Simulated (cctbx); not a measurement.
# Occupancies in Mo2Os3

Cell a = 6.9900 Å, b = 5.2450 Å, c = 8.0450 Å, α = 90.00°, β = 90.00°, γ = 90.00°; space group Pnma (no. 62); nominal formula Mo2Os3.

The data are simulated with cctbx, not measured: Cu Kα, λ = 1.54184 Å, to d = 0.83 Å, 50 % of the full sphere, strongest reflection 40000 counts, noise from counting, a 4 % proportional error and a noise floor of 8 counts (s.d.); no absorption, and some extinction, which the refinements don't model.

With every site full:

```text
Rint 0.031, 294 unique reflections to 0.83 A
cycle     R1     wR2    GooF  max shift (A)
   1  0.1021  0.2438   5.625   0.00533
   2  0.0244  0.0589   1.360   0.00000
final R1 0.0244 wR2 0.0589 GooF 1.360  parameters 27  data/parameter 10.9
atom        x        y        z      Ueq    occ   su(xyz)  su(Uiso or U11)
Os1    0.23850  0.49121  0.88012   0.0184  1.000  0.00010  0.0004
Os2    0.08439  0.75000  0.11947   0.0177  1.000  0.00010  0.0005
Mo1    0.43631  0.75000  0.10271   0.0185  1.000  0.00021  0.0007
Mo2    0.40290  0.75000  0.63816   0.0113  1.000  0.00018  0.0007
difference map: max 1.60 min -2.66 rms 0.53
Q1    0.1762  0.0474  0.9927    8    1.73  1.02 A from Os1
Q2    0.1682  0.7500  0.3027    4    1.64  1.55 A from Os1
Q3    0.1688  0.2500  0.9616    4    1.55  1.51 A from Os1
Q4    0.1624  0.2500  0.5044    4    1.49  1.05 A from Mo1
Q5    0.2477  0.1443  0.8809    8    1.48  0.71 A from Os1
Q6    0.2272  0.2500  0.1466    4    1.47  0.91 A from Mo2
```

With the occupancies of the suspect sites free, each still typed as its main element:

```text
Rint 0.031, 294 unique reflections to 0.83 A
cycle     R1     wR2    GooF  max shift (A)
   1  0.1076  0.2586   5.978   0.00159
   3  0.0220  0.0458   1.058   0.00001
final R1 0.0220 wR2 0.0458 GooF 1.058  parameters 28  data/parameter 10.5
atom        x        y        z      Ueq    occ   su(xyz)  su(Uiso or U11)
Os1    0.23856  0.49124  0.88011   0.0201  1.000  0.00008  0.0003
Os2    0.08434  0.75000  0.11949   0.0160  0.940  0.00008  0.0004
Mo1    0.43613  0.75000  0.10286   0.0201  1.000  0.00016  0.0006
Mo2    0.40289  0.75000  0.63810   0.0128  1.000  0.00014  0.0006
su of occupancy Os2: 0.004
difference map: max 1.62 min -2.68 rms 0.52
Q1    0.1785  0.0441  0.0080    8    1.71  1.13 A from Os1
Q2    0.2369  0.2500  0.1414    4    1.51  0.98 A from Mo2
Q3    0.1571  0.2500  0.9530    4    1.48  1.51 A from Os1
Q4    0.2330  0.6373  0.7757    8    1.44  1.14 A from Os1
Q5    0.1700  0.7500  0.3065    4    1.44  1.54 A from Os1
Q6    0.1524  0.2500  0.4806    4    1.43  1.16 A from Mo1
```

**Question.** What is the disorder?

X-rays count electrons. Os2 refines to 0.940(0.004), or 71.4 electrons; the site truly holds 0.94 Os, 71.4 electrons, which is 0.940 of Os. A value under 1 can't tell vacancies from a lighter guest, and one over 1 needs a heavier guest; chemistry or a second radiation must settle which. Occupancy correlates with U and the scale, so the match is approximate.

Freeing them takes R1 from 0.0244 to 0.0220 and GooF from 1.36 to 1.06.

The model was made for the exercise: a known structure type with other elements put in, its volume estimated, not relaxed; displacement parameters are assumed.

[Middle refinement cycles are left out of these outputs.]

[Logs are printed without paths, hosts, clocks, repeated set-up lines and the standing remarks that a program may print on its own settings, such as how far it seeks lower states.]
